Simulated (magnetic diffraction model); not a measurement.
**Sc3MnSnO7: what an assumed order does to the neutron pattern**

Space group P6_3 (no. 173), a = 8.0740 Å, c = 4.9490 Å.

| site | atom | x | y | z |
| --- | --- | --- | --- | --- |
| 2b | Sn | 2/3 | 1/3 | 0.6582 |
| 2a | Mn | 0 | 0 | 0.0131 |
| 6c | Sc | 0.3778 | 0.2386 | 0.2417 |
| 2b | O | 2/3 | 1/3 | 0.0243 |
| 6c | O | 0.5132 | 0.0915 | 0.5049 |
| 6c | O | 0.2478 | 0.1489 | 0.8100 |

The compound is invented for this exercise: a known structure type with other elements, its cell scaled to their sizes and not relaxed.

Only Mn is taken to order (form factors of Mn2+); orders and moment sizes are assumed, and not adapted to the symmetry. Radiation: neutrons of λ = 2.0775 Å, 3° to 55°; isotropic B of 0.1 Å² (Sn), 0.14 Å² (Mn), 0.12 Å² (Sc) and 0.15 Å² (O). Simulated constant-wavelength pattern: nuclear and magnetic terms add, the magnetic one as |2.695 fm × Σ f S⊥ exp(2πi Q·r) exp(−B s²)|², summed over all Q at one angle with the factor 1/(sin²θ cos θ). For collinear order S is the moment m, which repeats by lattice and centring translations R with the sign exp(−2πi k·R). Free-ion form factors, Sears's scattering lengths of 1992, no absorption; a label names one of the reflections at its angle. The strongest nuclear line in the range is 100, and lines under 0.2 are left out.

Assume the order k = (1/2 0 1/2), collinear moments along [120], 3.93 μB on Mn; signs + at (0, 0, 0.0131), + at (0, 0, 0.5131).

Q: Where does magnetic intensity appear, and how strong is it?

```tsv
2θ (°)	index	nuclear	magnetic
14.77	(1/2 0 1/2)	0.0	27.2
17.09	(1 0 0)	37.6	0.0
19.11	(1/2 -1 1/2)	0.0	9.3
25.75	(1/2 1 1/2)	0.0	10.8
28.52	(3/2 0 1/2)	0.0	5.3
29.80	(1 0 1)	25.8	0.0
29.82	(1 1 0)	12.7	0.0
33.43	(3/2 -2 1/2)	0.0	3.4
34.57	(2 0 0)	54.2	0.0
37.75	(1/2 0 3/2)	0.0	3.1
38.79	(1 1 1)	43.7	0.0
39.77	(1/2 -1 3/2)	0.0	2.4
39.80	(3/2 1 1/2)	0.0	3.8
41.73	(1/2 2 1/2)	0.0	2.4
42.66	(2 0 1)	92.5	0.0
43.57	(1/2 1 3/2)	0.0	3.6
45.38	(3/2 0 3/2)	0.0	1.7
45.40	(5/2 0 1/2)	0.0	1.4
46.29	(2 1 0)	33.2	0.0
47.15	(3/2 -3 1/2)	0.0	0.5
48.83	(3/2 -2 3/2)	0.0	2.1
49.64	(0 0 2)	31.2	0.0
50.51	(5/2 -3 1/2)	0.0	0.9
52.88	(1 0 2)	63.1	0.0
52.92	(2 1 1)	100.0	0.0
52.93	(3 0 0)	9.9	0.0
53.69	(3/2 1 3/2)	0.0	1.8
```

The strongest magnetic line in the range is (1/2 0 1/2) at 14.77° (27.2). On top of the Lorentz factor, which all lines share, magnetic lines fade with angle because f falls: for Mn2+ it is 0.90, 0.66, 0.41 and 0.12 at sin θ/λ = 0.1, 0.2, 0.3 and 0.5 Å⁻¹, while nuclear lengths stay constant. The order has no net moment.

[Logs are printed without paths, hosts, clocks, repeated set-up lines and the standing remarks that a program may print on its own settings, such as how far it seeks lower states.]
